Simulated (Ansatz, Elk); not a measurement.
# FeNiAs2: X-ray structure factors from the self-consistent density, part 2 of 2

The structure of FeNiAs2 used here is made up (a known structure type with other elements) and was relaxed beforehand with PBEsol. The aim is the Fourier transform of its all-electron density, F(hkl), set beside the sum over free spherical atoms that refinements use.

Elk 11.2.3 (patched build); all-electron DFT.

So far: Starting point; Ground state and structure factors; The highest occupied states alone.

The structure was built from a prototype and need not be the compound's stable phase.

## Step 4: Another functional

Level of this step: DFT, PBEsol, all-electron APW+lo, Dirac cores, scalar-relativistic bands, static density, no spin (Elk).

The difference from free atoms is small, so it is set against the change that PBEsol makes.

elk.in reads:

```
tasks
  0
  195

xctype
  22

spinpol
  .false.

rgkmax
  7.0

gmaxvr
  14.0

lmaxo
  7

lmaxapw
  8

swidth
  0.002

tshift
  .false.

ramdisk
  .false.

hmaxvr
  5.5

maxscl
  120

epspot
  1e-06

sppath
  './'

avec
  6.68264005587 0.00000000000 -0.00000000000
  -3.34132002793 5.78733605273 0.00000000000
  -0.00000000000 -0.00000000000 9.42807096214

atoms
  3
  'As.in'
  2
  0.6666666667 0.3333333333 0.7407210996   0.000000 0.000000 0.000000
  0.3333333333 0.6666666667 0.2592789004   0.000000 0.000000 0.000000
  'Ni.in'
  1
  -0.0000000000 -0.0000000000 0.0000000000   0.000000 0.000000 0.000000
  'Fe.in'
  1
  0.0000000000 0.0000000000 0.5000000000   0.000000 0.000000 0.000000

ngridk
  7 7 5
```

Started as:

```bash
$ OMP_NUM_THREADS=4 elk
```

Numbers of over 12 decimals in the logs are rounded to 6 here.

The log of the run:

```text
┌─────────────────────────┐
│ Elk code version 11.2.3 │
└─────────────────────────┘

All units are atomic (Hartree, Bohr, etc.)

┌─────────────────────────────────────────────────┐
│ Ground-state run starting from atomic densities │
└─────────────────────────────────────────────────┘

Lattice vectors :
   6.682640056       0.000000000      -0.000000000
  -3.341320028       5.787336053       0.000000000
  -0.000000000      -0.000000000       9.428070962

Reciprocal lattice vectors :
  0.9402250091      0.5428391621       0.000000000
[...]
species : 2 (Ni)
   atom 1                    :    27.45022315     (  0.3834910487E-03)
  species : 3 (Fe)
   atom 1                    :    24.93269155     ( -0.2211535595E-06)
 total in muffin-tins        :    114.1782598
 total calculated charge     :    119.9979350
 total charge                :    120.0000000
 error                       :   0.2064962176E-02

┌──────────────────────────────┐
│ Self-consistent loop stopped │
└──────────────────────────────┘

Warning : core states of species 1 leak from the muffin-tin :   0.5961318671E-03

Warning : core states of species 2 leak from the muffin-tin :   0.3834910487E-03

Wrote STATE.OUT
[key lines of the parts left out:]
total energy                :     -7310.2433524852
```

It took 27 s on 4 threads of Arm Neoverse V1, shared host; peak memory 0.17 GiB; 81 s of CPU time.

Against the first run R = 0.03 %; the largest change is -0.028 at 004.

## Step 5: Basis size

A smaller basis shows how fast F responds to it; the change is likely larger than the basis error of the first run, but doesn't show convergence.

Changes to elk.in since step 4:

```diff
@@ -5,3 +5,3 @@
 xctype
-  22
+  20
 
@@ -11,3 +11,3 @@
 rgkmax
-  7.0
+  5.5
```

Started as:

```bash
$ OMP_NUM_THREADS=4 elk
```

The log of the run:

```text
┌─────────────────────────┐
│ Elk code version 11.2.3 │
└─────────────────────────┘

All units are atomic (Hartree, Bohr, etc.)

┌─────────────────────────────────────────────────┐
│ Ground-state run starting from atomic densities │
└─────────────────────────────────────────────────┘

Lattice vectors :
   6.682640056       0.000000000      -0.000000000
  -3.341320028       5.787336053       0.000000000
  -0.000000000      -0.000000000       9.428070962

Reciprocal lattice vectors :
  0.9402250091      0.5428391621       0.000000000
[...]
species : 2 (Ni)
   atom 1                    :    27.41044003     (  0.3757199291E-03)
  species : 3 (Fe)
   atom 1                    :    24.86471553     ( -0.2211534635E-06)
 total in muffin-tins        :    114.0408162
 total calculated charge     :    119.9988002
 total charge                :    120.0000000
 error                       :   0.1199846515E-02

┌──────────────────────────────┐
│ Self-consistent loop stopped │
└──────────────────────────────┘

Warning : core states of species 1 leak from the muffin-tin :   0.5930617743E-03

Warning : core states of species 2 leak from the muffin-tin :   0.3757199291E-03

Wrote STATE.OUT
[key lines of the parts left out:]
total energy                :     -7315.6896341310
```

It took 25 s on 4 threads; peak memory 0.17 GiB; 75 s of CPU time.

Against the first run R = 0.05 %; the largest change is +0.109 at 004.

## Step 6: Basis size

The basis and the expansions that go with it are enlarged, to see whether the differences are converged.

Changes to elk.in since step 5:

```diff
@@ -11,12 +11,12 @@
 rgkmax
-  5.5
+  8.5
 
 gmaxvr
-  14.0
+  18.0
 
 lmaxo
-  7
+  9
 
 lmaxapw
-  8
+  10
```

Started as:

```bash
$ OMP_NUM_THREADS=4 elk
```

The log of the run:

```text
┌─────────────────────────┐
│ Elk code version 11.2.3 │
└─────────────────────────┘

All units are atomic (Hartree, Bohr, etc.)

┌─────────────────────────────────────────────────┐
│ Ground-state run starting from atomic densities │
└─────────────────────────────────────────────────┘

Lattice vectors :
   6.682640056       0.000000000      -0.000000000
  -3.341320028       5.787336053       0.000000000
  -0.000000000      -0.000000000       9.428070962

Reciprocal lattice vectors :
  0.9402250091      0.5428391621       0.000000000
[...]
species : 2 (Ni)
   atom 1                    :    27.45354840     (  0.3760064936E-03)
  species : 3 (Fe)
   atom 1                    :    24.94476542     ( -0.2211535310E-06)
 total in muffin-tins        :    114.2101469
 total calculated charge     :    119.9984619
 total charge                :    120.0000000
 error                       :   0.1538067833E-02

┌──────────────────────────────┐
│ Self-consistent loop stopped │
└──────────────────────────────┘

Warning : core states of species 1 leak from the muffin-tin :   0.5882812891E-03

Warning : core states of species 2 leak from the muffin-tin :   0.3760064936E-03

Wrote STATE.OUT
[key lines of the parts left out:]
total energy                :     -7315.8597360573
```

Elapsed: 63 s, on 4 threads; peak memory 0.28 GiB; 3.2 min of CPU time.

Against the first run R = 0.01 %; the largest change is -0.012 at 212.

## Step 7: Settings against the effect

| run | R against the first run (%) | R against neutral atoms, low angle (%) | wall time |
| --- | --- | --- | --- |
| PBE, rgkmax 7 | 0.00 | 0.53 | 27 s |
| PBEsol | 0.03 | 0.54 | 27 s |
| rgkmax 5.5 | 0.05 | 0.53 | 25 s |
| rgkmax 8.5 with larger expansions | 0.01 | 0.53 | 63 s |

## Step 8: What came out

```
R against neutral atoms, sin θ/λ < 0.3 Å⁻¹ : 0.53 %
R against neutral atoms, 0.3 to 0.83 Å⁻¹   : 0.30 %
```

What this shows: Independent neutral atoms miss the calculated amplitudes by R = 0.53 % below 0.3 Å⁻¹ and 0.30 % from there to 0.83 Å⁻¹; by shells, 6.46 % below 0.15 Å⁻¹ (1 form), 0.52 % 0.15 to 0.3 (7 forms), 0.34 % 0.3 to 0.45 (19 forms), 0.29 % above 0.45 (97 forms). Bonding, aspherical density and the tables' own atoms all enter these figures, and the runs don't part them. The largest change of an amplitude is -0.55 electrons, at 110. The window's part falls from 28.0 electrons at the origin to at most 2.80 between 0.45 and 0.83 Å⁻¹, where compact states inside the window still scatter. Below 0.3 Å⁻¹ the changes that finished (PBEsol, rgkmax 5.5 and rgkmax 8.5 with larger expansions) move F by R = 0.04 % at most, against the 0.53 % that separates it from free atoms. The k-mesh has no finished test. These runs have no spin, though d or f shells may be open. Part of the difference isn't bonding: the tables are fits to free atoms and ions calculated by other methods than this functional. Thermal motion, anomalous dispersion and extinction are left out.

[Logs are printed without paths, hosts, clocks, repeated set-up lines and the standing remarks that a program may print on its own settings, such as how far it seeks lower states.]

[Hosts, paths, dates, database ids (printed as entryN), source tags and the programs' standing remarks are cut or masked in the printed files.]
